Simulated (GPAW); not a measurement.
## How MgI2 absorbs and reflects light

Wanted: where MgI2 starts to absorb, how strongly, and its refractive index. The cell comes from an older database entry, whose edges can differ from later determinations, mostly by under a per cent.

Main program and level: GPAW 26.7.0; DFT, PBE, plane-wave PAW (GPAW data sets), scalar-relativistic, RPA, optical limit.

The database entry behind the starting cell has ideal inner coordinates that were not refined, so it need not match the best structure at ambient conditions.

## (1) The starting structure

Symmetry: P-3m1, No. 164, trigonal system. Conventional cell: a = 4.140 Å, b = 4.140 Å, c = 6.880 Å, α = 90.00°, β = 90.00°, γ = 120.00°. I has 3 Mg at 2.94 Å nearest. Nearest to Mg lie 6 I at 2.94 Å. Farther neighbours and most contacts between anions are not listed.

## (2) Ground state

First the ground state: is it a metal or has it a gap?

This step: DFT, PBE, plane-wave PAW (GPAW data sets), scalar-relativistic, ground state (GPAW 26.7.0).

The input, gs.py:

```python
from ase import Atoms
from ase.dft.bandgap import bandgap
from gpaw import GPAW, PW, FermiDirac

atoms = Atoms(['I', 'I', 'Mg'],
              cell=[[4.140000000000, 0.000000000000, 0.000000000000],
                    [-2.070000000000, 3.585345171700, 0.000000000000],
                    [0.000000000000, 0.000000000000, 6.880000000000]],
              scaled_positions=[[0.666666666700, 0.333333333300, 0.750000000000],
                                [0.333333333300, 0.666666666700, 0.250000000000],
                                [0.000000000000, 0.000000000000, 0.000000000000]],
              pbc=[True, True, True])
atoms.calc = GPAW(mode=PW(500), xc='PBE', kpts={'size': (6, 6, 4), 'gamma': True},
                  occupations=FermiDirac(0.05), maxiter=150, txt='gs.txt')
print('energy (eV)', atoms.get_potential_energy())
print('Fermi level (eV)', atoms.calc.get_fermi_level())
print('valence electrons', atoms.calc.get_number_of_electrons())
print('gap (eV)', bandgap(atoms.calc, output=None)[0])
print('direct gap (eV)', bandgap(atoms.calc, direct=True, output=None)[0])
atoms.calc.write('gs.gpw')
```

Command:

```console
$ OMP_NUM_THREADS=1 python gs.py
```

Numbers of over 12 decimals in the logs are rounded to 6 here.

The log of the run:

```text
__  _  _
 | _ |_)|_||  |
 |__||  | ||/\| - 26.7.0

Versions:
  Python: 3.12.14
  ASE:    3.29.0
  Numpy:  2.5.5
  Scipy:  1.18.1
  Libxc:  7.0.0

Input parameters:
  mode=PW(ecut=500.0),
  kpts=MonkhorstPack(size=(6, 6, 4), gamma=True),
  maxiter=150,
  occupations=Occupations(name='fermi-dirac', width=0.05, fixmagmom=False),
  xc=XC(name='PBE')

Diagonalizing LCAO Hamiltonian
Converting LCAO to pw mode

             I

         I

       Mg

Atoms  # Å, Bohr magnetons
|   | symbol |         x |        y |        z |    initial magnetic moments |
| 0 |      I |  2.070000 | 1.195115 | 5.160000 | ( 0.0000,  0.0000,  0.0000) |
| 1 |      I | -0.000000 | 2.390230 | 1.720000 | ( 0.0000,  0.0000,  0.0000) |
| 2 |     Mg |  0.000000 | 0.000000 | 0.000000 | ( 0.0000,  0.0000,  0.0000) |

Unit cell  # Å
| periodic |         x |        y |        z |  lengths |     angles |
|      yes |  4.140000 | 0.000000 | 0.000000 | 4.140000 |  90.000000 |
|      yes | -2.070000 | 3.585345 | 0.000000 | 4.140000 |  90.000000 |
|      yes |  0.000000 | 0.000000 | 6.880000 | 6.880000 | 120.000000 |

Number of symmetries: 12
Symmetry operations  # r_c * U_cc + t_c -> r_c
|    | kind |            matrix            |
|  0 |  σ   |  1, 1, 0,  0,-1, 0,  0, 0, 1 |
|  1 |  S6  |  1, 1, 0, -1, 0, 0,  0, 0,-1 |
|  2 |  E   |  1, 0, 0,  0, 1, 0,  0, 0, 1 |
|  3 |  C2  |  1, 0, 0, -1,-1, 0,  0, 0,-1 |
|  4 |  C2  |  0, 1, 0,  1, 0, 0,  0, 0,-1 |
|  5 |  C3  |  0, 1, 0, -1,-1, 0,  0, 0, 1 |
|  6 |  S6  |  0,-1, 0,  1, 1, 0,  0, 0,-1 |
|  7 |  σ   |  0,-1, 0, -1, 0, 0,  0, 0, 1 |
|  8 |  σ   | -1, 0, 0,  1, 1, 0,  0, 0, 1 |
|  9 |  i   | -1, 0, 0,  0,-1, 0,  0, 0,-1 |
| 10 |  C3  | -1,-1, 0,  1, 0, 0,  0, 0, 1 |
| 11 |  C2  | -1,-1, 0,  0, 1, 0,  0, 0,-1 |

BZ-sampling:
  Number of BZ points: 144
  Number of IBZ points: 24

  Monkhorst-Pack size: [6, 6, 4]
  Monkhorst-Pack shift: [0.083333, 0.083333, 0.125]

K-points  # in reciprocal-cell coordinates
|     |                                coordinates |     weight |
|   0 | (  0.00000000,   0.00000000,   0.00000000) | 0.00694444 |
|   1 | (  0.00000000,   0.00000000,   0.25000000) | 0.01388889 |
|   2 | (  0.00000000,   0.00000000,   0.50000000) | 0.00694444 |
|   3 | (  0.16666667,   0.00000000,  -0.25000000) | 0.04166667 |
|   4 | (  0.16666667,   0.00000000,   0.00000000) | 0.04166667 |
|   5 | (  0.16666667,   0.00000000,   0.25000000) | 0.04166667 |
|   6 | (  0.16666667,   0.00000000,   0.50000000) | 0.04166667 |
|   7 | (  0.33333333,  -0.16666667,   0.00000000) | 0.04166667 |
|   8 | (  0.33333333,  -0.16666667,   0.25000000) | 0.08333333 |
|   9 | (  0.33333333,  -0.16666667,   0.50000000) | 0.04166667 |
| ... |                                            |            |
|  23 | (  0.50000000,   0.50000000,   0.50000000) | 0.02083333 |

Plane wave coefficients: 2615
Cutoff: 500.0 eV

Spin-components: 1 (collinear spins)
Bands:           16
Projectors:      15
Spin-degeneracy: 2
Datatype:        complex128

Parallelization:
  kpt:    1
  domain: 1
  band:   1

Density:
  Valence electrons: 24.0
  Components: 1
  Grid points: [24 24 36]
  Charge: 0.0  # |e|

Potential:
  Grid points: [24 24 36]

species:
  I:
    name:    Iodine
    id:
    Z:       53.0
    valence: 7
    core:    46
    charge:  0.0  # [|e|]
    compensation charges:
      type: gauss
      rc: 0.37  # [Å]
      lmax: 2
    cutoffs:
      filter: 2.06  # [Å]
      core: 2.90  # [Å]
    projectors
    | kind |    occ | energy [eV] | rcut [Å] |
    |   5s |  2.000 |     -17.382 |    1.164 |
    |   5p |  5.000 |      -7.088 |    1.164 |
    |    s |        |       9.829 |    1.164 |
    |    p |        |      20.123 |    1.164 |
    |    d |        |       0.000 |    1.164 |

    Using partial waves for I as LCAO basis

  Mg:
    name:    Magnesium
    id:
    Z:       12.0
    valence: 10
    core:    2
    charge:  0.0  # [|e|]
    compensation charges:
      type: gauss
      rc: 0.33  # [Å]
      lmax: 2
    cutoffs:
      filter: 1.86  # [Å]
      core: 0.54  # [Å]
    projectors
    | kind |    occ | energy [eV] | rcut [Å] |
    |   2s |  2.000 |     -79.840 |    1.090 |
    |   3s |  2.000 |      -4.705 |    1.090 |
    |   2p |  6.000 |     -46.613 |    1.085 |
    |   3p |  0.000 |      -1.330 |    1.085 |
    |    d |        |       0.000 |    1.037 |

    Using partial waves for Mg as LCAO basis

Reference energy: -392531.236221  # eV

eigensolver:
  PPCG
  Converge bands: occupied
  niter=2

density mixing:
  MSR1-Mixer
  Pratt-step length: 0.05
  Maximum mixing coefficient: 0.75
  Old densities: 10
  SVD Regularization: 0.005
  Good broyden scale: 1.0
  Trust region scale: 1.0
  Backstep threshold: 4.0
  History deletion threshold: 6.0
  Fourier metric: weight=20.0, sigma=0.015

occupation numbers:
  Fermi-Dirac:
    width: 0.0500  # eV

poisson solver:
  ecut: 4000.0  # eV

xc functional:
  name: PBE with 2 nearest neighbor stencil

convergence criteria:
- Maximum [total energy] change in last 3 cyles: 0.0005 eV / valence electron
- Maximum integral of absolute [dens]ity change: 0.0001 electrons / valence electron
- Maximum integral of absolute [eigenst]ate change: 4e-08 eV^2 / valence electron
maximum number of iterations: 150

SCF iterations
|iter     |      energy | eigst |  dens |
|iter:   1||   -7.871158 | -0.07 |       |
|iter:   2||   -7.848538 | -1.97 | -1.35 |
|iter:   3||   -7.763864 | -1.68 | -1.39 |
|iter:   4||   -7.765352 | -1.99 | -1.95 |
|iter:   5||   -7.763748c| -3.26 | -2.34 |
|iter:   6||   -7.764062c| -4.54 | -2.71 |
|iter:   7||   -7.764071c| -5.66 | -3.46 |
|iter:   8||   -7.764072c| -6.45 | -4.00c|
|iter:   9||   -7.764072c| -7.54c| -4.90c|

Converged in 9 steps
SCF loop duration: 16.005 s (1.778 s/step)
Energy contributions relative to reference atoms: (reference = -392531.236221)

Energy contributions:
  Kinetic:          11.617758
  Coulomb:         -10.413170
  Zero:             -0.054816
  External:          0.000000
  Xc:               -8.913843
  Entropy:          -0.000000
  Spinorbit:         0.000000
  ----------------------------
  Free energy:      -7.764072
  Extrapolated:     -7.764072

dipole moment: (-2.973839, -5.150840, -9.884064)  # |e|*Ang

Fermi level: 4.385
Eigenvalues  # (at kpt = [0.000, 0.000, 0.000])
| band index |      eig [eV] | occ [0-2] |
|          0 |       -72.938 |     2.000 |
|        ... |               |           |
|          4 |        -9.533 |     2.000 |
|          5 |        -8.852 |     2.000 |
|          6 |        -1.108 |     2.000 |
|          7 |         2.111 |     2.000 |
|          8 |         2.111 |     2.000 |
|          9 |         2.455 |     2.000 |
|         10 |         2.475 |     2.000 |
|         11 |         2.475 |     2.000 |
|         12 |         6.130 |     0.000 |
|         13 |         7.354 |     0.000 |
|         14 |         9.331 |     0.000 |
|         15 |         9.331 |     0.000 |

Gap: 3.508 eV
Transition (v -> c):
  (s=0, k=0, n=11, [0.00, 0.00, 0.00]) -> (s=0, k=23, n=12, [0.50, 0.50, 0.50])
Direct/indirect transitions are different
Direct gap: 3.656 eV
Transition at: (s=0, k=0, n=11, [0.00, 0.00, 0.00])

--- standard output ---
energy (eV) -7.764072
Fermi level (eV) 4.384531
valence electrons 24.0
gap (eV) 3.508350
direct gap (eV) 3.655885
```

Elapsed: 18 s, on 1 thread of Arm Neoverse V1, shared host; peak memory 0.17 GiB.

This step gave:

```
energy                 : -7.764 eV
Fermi energy           : 4.385 eV
gap on the k-mesh      : 3.508 eV
direct gap on the mesh : 3.656 eV
electrons              : 24
```

There is a gap, 3.51 eV on this mesh (points off the mesh can give less), so no carriers' term is needed.

## (3) Bands for the response

The response needs many more empty bands than the density does.

This step: DFT, PBE, plane-wave PAW (GPAW data sets), scalar-relativistic, bands at fixed density (GPAW 26.7.0).

The input, nscf.py:

```python
from ase.dft.bandgap import bandgap
from gpaw import GPAW, FermiDirac

calc = GPAW('gs.gpw').fixed_density(kpts={'size': (9, 9, 5), 'gamma': True}, nbands=64, convergence={'bands': 58},
                                    occupations=FermiDirac(0.001), txt='nscf.txt')
print('gap (eV)', bandgap(calc, output=None)[0])
print('direct gap (eV)', bandgap(calc, direct=True, output=None)[0])
print('top band over the Fermi level (eV)', min(calc.get_eigenvalues(kpt=k)[57] for k in range(len(calc.get_ibz_k_points()))) - calc.get_fermi_level())
calc.write('full.gpw', mode='all')
```

Command:

```console
$ OMP_NUM_THREADS=1 python nscf.py
```

The log of the run:

```text
Diagonalizing LCAO Hamiltonian
Converting LCAO to pw mode
convergence criteria:
- Maximum integral of absolute [eigenst]ate change: 4e-08 eV^2 / valence electron
maximum number of iterations: 150

SCF iterations
|iter     |      energy | eigst |  dens |
|iter:   1||             | +3.80 |       |
|iter:   2||             | +2.55 |       |
|iter:   3||             | +1.58 |       |
|iter:   4||             | +0.36 |       |
|iter:   5||             | -0.58 |       |
|iter:   6||             | -1.47 |       |
|iter:   7||             | -2.25 |       |
|iter:   8||             | -3.14 |       |
|iter:   9||             | -3.86 |       |
|iter:  10||             | -4.62 |       |
|iter:  11||             | -5.26 |       |
|iter:  12||             | -5.85 |       |
|iter:  13||             | -6.27 |       |
|iter:  14||             | -6.61 |       |
|iter:  15||             | -6.93 |       |
|iter:  16||             | -7.22 |       |
|iter:  17||             | -7.50c|       |
SCF steps: 17
  __  _  _
 | _ |_)|_||  |
 |__||  | ||/\| - 26.7.0

Versions:
  Python: 3.12.14
  ASE:    3.29.0
  Numpy:  2.5.5
  Scipy:  1.18.1
  Libxc:  7.0.0

Input parameters:
  mode=PW(ecut=500.0),
  convergence={'bands': 58},
  gpts=array([24, 24, 36]),
  kpts=MonkhorstPack(size=(9, 9, 5), gamma=True),
  maxiter=150,
  nbands=64,
  occupations=Occupations(name='fermi-dirac', width=0.001, fixmagmom=False),
  parallel={},
  xc=XC(name='PBE')

--- standard output ---
gap (eV) 3.483435
direct gap (eV) 3.655885
top band over the Fermi level (eV) 25.784854
```

Run time: 3.8 min. Hardware: 1 thread; peak memory 0.32 GiB.

Numbers from this step:

```
gap on the k-mesh : 3.483 eV
```

## (4) Dielectric function, RPA

Local fields let the induced charge screen the field inside the cell, which as a rule lowers ε, most along directions where the density is uneven.

This step: DFT, PBE, plane-wave PAW (GPAW data sets), scalar-relativistic, RPA, optical limit (GPAW 26.7.0).

The input, df.py:

```python
from gpaw.response.df import DielectricFunction

df = DielectricFunction('full.gpw', frequencies={'type': 'nonlinear', 'domega0': 0.03, 'omega2': 8},
                        ecut=50,
                        eta=0.15,
                        nbands=58,
                        txt='df.txt')
for direction in ['x', 'z']:
    df.get_dielectric_function(xc='RPA', direction=direction, filename=f'df_{direction}.csv')
```

Command:

```console
$ OMP_NUM_THREADS=1 python df.py
```

The log of the run:

```text
Using integrator: PointIntegrator
NonLinearFrequencyDescriptor(from 0.000 to 107.836 eV, 547 points)
Nonperiodic BCs:  [False False False]
Using integrator: PointIntegrator
NonLinearFrequencyDescriptor(from 0.000 to 107.836 eV, 547 points)
Nonperiodic BCs:  [False False False]

Calculating chi0 body with:
    Ground state adapter containing:
    Number of spins: 1
    Number of kpoints: 405
    Number of irreducible kpoints: 50
    Number of completely occupied states: 12
    Number of partially occupied states: 12

    Linear response parametrization:
    q_c: [0.0, 0.0, 0.0]
    Number of frequency points: 547
    Planewave cutoff: 50.0
    Number of bands: 58
    Number of planewaves: 97
    Broadening (eta): 0.15

Integrating chi0 body.

Symmetries of q_c:
    Direct symmetries (Uq -> q): 12
    Indirect symmetries (TUq -> q): 0
In total 12 allowed symmetries.

50 groups of equivalent kpoints. 87.654321% reduction.

Integral kind: spectral function

Calculating chi0 optical extensions with:
    Ground state adapter containing:
    Number of spins: 1
    Number of kpoints: 405
    Number of irreducible kpoints: 50
    Number of completely occupied states: 12
    Number of partially occupied states: 12

    Linear response parametrization:
    Number of frequency points: 547
    Planewave cutoff: 50.0
    Number of bands: 58
    Number of planewaves: 97
    Broadening (eta): 0.15
Integrating chi0 head and wings.

Symmetries of q_c:
    Direct symmetries (Uq -> q): 12
    Indirect symmetries (TUq -> q): 0
In total 12 allowed symmetries.

50 groups of equivalent kpoints. 87.654321% reduction.

Integral kind: spectral function wings
```

Wall time 31 s (1 thread); peak memory 0.47 GiB.

This step gave:

| Property | Result |
| --- | --- |
| electronic dielectric constant ε∞, mean over x, y and z (by symmetry where fewer were run) | 4.018 |
| main peak of Im epsilon, first axis | 6.494 eV |

Some rows of df_x.csv (energy; Re and Im without local fields; Re and Im with them):

```text
0.000000, 4.959843, -0.000000, 4.144573, -0.000000
0.429336, 4.978359, 0.013051, 4.158393, 0.009740
0.878195, 5.038780, 0.027727, 4.203480, 0.020686
1.347938, 5.152382, 0.045663, 4.288215, 0.034051
1.840057, 5.339080, 0.069835, 4.427400, 0.052054
2.356191, 5.636521, 0.106741, 4.649121, 0.079604
2.898142, 6.126998, 0.175326, 5.015514, 0.131462
3.467895, 7.051960, 0.410866, 5.714580, 0.323653
4.067647, 8.592854, 1.546998, 6.797744, 1.237784
4.699832, 9.668189, 5.174966, 7.421034, 3.593149
5.367152, 6.403042, 7.399680, 5.433827, 5.314377
6.072622, 4.754163, 7.358438, 3.725856, 5.489697
6.819608, 1.858015, 8.756465, 1.843164, 5.885382
7.611886, -1.398892, 7.693539, 0.576415, 5.358168
8.453705, -2.786167, 4.235926, -1.173600, 4.132968
9.349861, -1.737288, 2.691178, -0.820264, 2.549761
10.305790, -1.551356, 1.960061, -0.705455, 2.016616
11.327680, -1.081911, 1.321546, -0.547723, 1.539090
12.422601, -0.667992, 0.926589, -0.352846, 1.079262
13.598673, -0.423166, 0.654340, -0.219146, 0.763607
```

Values under the direct gap are tails of Lorentzian lines. Table of Im ε by photon energy; read off at these points:

```tsv
photon energy (eV)	E ∥ x	E ∥ z
0.00	0	0
0.50	0.0114	0.00881
1.00	0.0239	0.0184
1.50	0.0391	0.0300
2.00	0.0593	0.0453
2.50	0.0901	0.0682
3.00	0.147	0.110
3.50	0.356	0.255
4.00	0.994	0.651
4.50	2.46	2.21
5.00	4.75	2.42
5.50	5.81	2.07
5.61	6.15	2.49
6.00	5.54	4.69
6.28	6.18	5.75
6.50	6.29	5.53
7.00	5.61	5.26
7.50	5.51	4.24
8.00	5.23	4.57
8.50	3.99	5.12
9.00	2.84	4.79
9.50	2.36	3.96
10.00	2.26	3.22
10.50	1.81	2.44
11.00	1.74	1.91
11.50	1.48	1.85
12.00	1.28	1.05
12.50	1.07	1.01
13.00	1.01	0.913
13.50	0.811	0.960
```

Table of Re ε by photon energy:

```tsv
photon energy (eV)	E ∥ x	E ∥ z
0.0	4.14	3.76
0.5	4.16	3.78
1.0	4.22	3.82
1.5	4.33	3.90
2.0	4.49	4.03
2.5	4.73	4.21
3.0	5.11	4.50
3.5	5.77	4.99
4.0	6.72	5.81
4.5	7.62	5.40
5.0	6.79	4.66
5.5	5.38	5.59
6.0	3.56	6.01
6.5	2.58	3.50
7.0	1.34	2.14
7.5	0.680	2.08
8.0	-0.327	2.10
8.5	-1.21	1.13
9.0	-0.968	0.169
9.5	-0.662	-0.738
10.0	-0.696	-1.08
10.5	-0.606	-1.19
11.0	-0.504	-0.973
11.5	-0.443	-0.877
12.0	-0.436	-0.695
12.5	-0.325	-0.466
13.0	-0.213	-0.181
13.5	-0.243	-0.163
```

Values under the direct gap are tails of Lorentzian lines. The Im ε, E ∥ x by photon energy; read off at these points:

```tsv
photon energy (eV)	without local fields	with local fields
0.00	0	0
0.50	0.0153	0.0114
1.00	0.0321	0.0239
1.50	0.0524	0.0391
2.00	0.0796	0.0593
2.50	0.121	0.0901
3.00	0.196	0.147
3.50	0.449	0.356
4.00	1.25	0.994
4.50	3.40	2.46
5.00	6.90	4.75
5.50	7.96	5.81
5.56	8.13	6.07
6.00	7.26	5.54
6.50	8.88	6.29
7.00	8.39	5.61
7.50	7.98	5.51
8.00	6.11	5.23
8.50	4.07	3.99
9.00	3.01	2.84
9.50	2.60	2.36
10.00	2.31	2.26
10.50	1.78	1.81
11.00	1.55	1.74
11.50	1.32	1.48
12.00	1.06	1.28
12.50	0.925	1.07
13.00	0.886	1.01
13.50	0.687	0.811
```

The reflectivity at normal incidence has structure finer than the step of the table below, so its rows give means over 0.5 eV, whole bins alone (the curve runs from 0 to 14.0 eV). Peaks (eV: height): E ∥ x 8.52: 36.0, 11.25: 28.3; E ∥ z 6.28: 26.2, 10.38: 36.6, 11.79: 41.6.

Reflectivity at normal incidence against photon energy; means over each step:

```tsv
photon energy (eV)	E ∥ x (%)	E ∥ z (%)
0.5	11.7	10.3
1.0	11.9	10.5
1.5	12.3	10.8
2.0	12.9	11.2
2.5	13.7	11.9
3.0	15.0	12.9
3.5	17.0	14.6
4.0	19.7	17.4
4.5	23.1	18.6
5.0	25.7	17.1
5.5	26.5	18.5
6.0	26.2	24.3
6.5	28.2	25.4
7.0	28.1	24.6
7.5	29.7	21.8
8.0	32.9	23.3
8.5	35.6	27.0
9.0	33.3	29.7
9.5	29.4	32.4
10.0	29.2	34.2
10.5	28.2	35.9
11.0	26.7	33.3
11.5	27.1	34.1
12.0	27.3	36.0
12.5	25.8	29.9
13.0	23.6	23.6
13.5	25.0	21.5
```

Refractive index n and extinction k against photon energy:

```tsv
photon energy (eV)	n, E ∥ x	k, E ∥ x	n, E ∥ z	k, E ∥ z
0.0	2.04	0	1.94	0
0.5	2.04	0.00279	1.94	0.00227
1.0	2.05	0.00582	1.96	0.00472
1.5	2.08	0.00939	1.98	0.00759
2.0	2.12	0.0140	2.01	0.0113
2.5	2.17	0.0207	2.05	0.0166
3.0	2.26	0.0325	2.12	0.0260
3.5	2.40	0.0741	2.24	0.0571
4.0	2.60	0.191	2.41	0.135
4.5	2.79	0.440	2.37	0.465
5.0	2.75	0.865	2.23	0.543
5.5	2.58	1.13	2.40	0.431
6.0	2.25	1.23	2.61	0.899
6.5	2.17	1.45	2.24	1.23
7.0	1.89	1.49	1.98	1.33
7.5	1.77	1.56	1.84	1.15
8.0	1.57	1.67	1.89	1.21
8.5	1.22	1.64	1.78	1.44
9.0	1.01	1.41	1.57	1.52
9.5	0.947	1.25	1.28	1.54
10.0	0.913	1.24	1.08	1.50
10.5	0.808	1.12	0.874	1.40
11.0	0.808	1.08	0.764	1.25
11.5	0.742	0.997	0.764	1.21
12.0	0.677	0.946	0.532	0.989
12.5	0.629	0.849	0.567	0.887
13.0	0.640	0.789	0.613	0.746
13.5	0.550	0.738	0.637	0.754
```

From ε follow the optical constants at some laser and lamp lines:

```tsv
wavelength (nm)	n x	k x	R (%) x	1/α x	n z	k z	R (%) z	1/α z
1550	2.05	0.005	11.8	27 µm	1.95	0.004	10.4	33 µm
800	2.08	0.010	12.3	6.5 µm	1.98	0.008	10.8	8.0 µm
633	2.11	0.014	12.8	3.7 µm	2.00	0.011	11.2	4.6 µm
532	2.15	0.018	13.4	2.3 µm	2.04	0.015	11.6	2.9 µm
405	2.27	0.035	15.2	927 nm	2.13	0.028	13.1	1.2 µm
365	2.37	0.057	16.5	507 nm	2.21	0.045	14.2	647 nm
193	2.21	1.414	28.1	11 nm	2.29	1.224	25.7	13 nm
```

Below the direct gap, k and the depth come from the tails of the Lorentzian lines, not from transitions.

Rows near the edge hang on the gap, which this functional as a rule makes too small, and phonon-assisted absorption is left out.

At 1064 nm the birefringence n(z) − n(x) is -0.100: the crystal is uniaxial negative at this level.

## (5) Summary of results

```yaml
electronic_dielectric_constant_eps_infinity_mean_over_x_y_and_z_by_symmetry_where_fewer_were_run_rpa: 4.02
main_peak_of_im_epsilon_first_axis: 6.49 eV
```

**Reading.** At this level (PBE, RPA) MgI2 has a mean ε∞ = 4.02 and n = 2.05 at 1550 nm (E ∥ x), and Im ε peaks at 6.5 eV (E ∥ x). On the mesh the gap is 3.48 eV and the least direct gap 3.66 eV, so on this mesh the band edges lie at different points. Local fields change the static value along x from 4.96 to 4.14 (-16 %). Distinct maxima of Im ε, read by a parabola through the highest points, lie at 5.24 eV (5.6), 5.61 eV (6.2), 6.49 eV (6.3) and 7.34 eV (5.7) for E ∥ x. The static values by axis are 4.14 (x), 3.76 (z). At 1064 nm the birefringence n(z) − n(x) is -0.100: the crystal is uniaxial negative at this level. Excitons and phonon-assisted transitions are missing; PBE gaps are as a rule too small, which pulls the onset down and ε∞ up. Spin-orbit coupling is left out although heavy atoms are present. The sum runs over mesh points, so small or evenly spaced maxima can still be ripples of the mesh.

[Machine, clock and banner lines and Python warnings are left out of the logs.]

[Logs are printed without paths, hosts, clocks, repeated set-up lines and the standing remarks that a program may print on its own settings, such as how far it seeks lower states.]

[Hosts, paths, dates, database ids (printed as entryN), source tags and the programs' standing remarks are cut or masked in the printed files.]
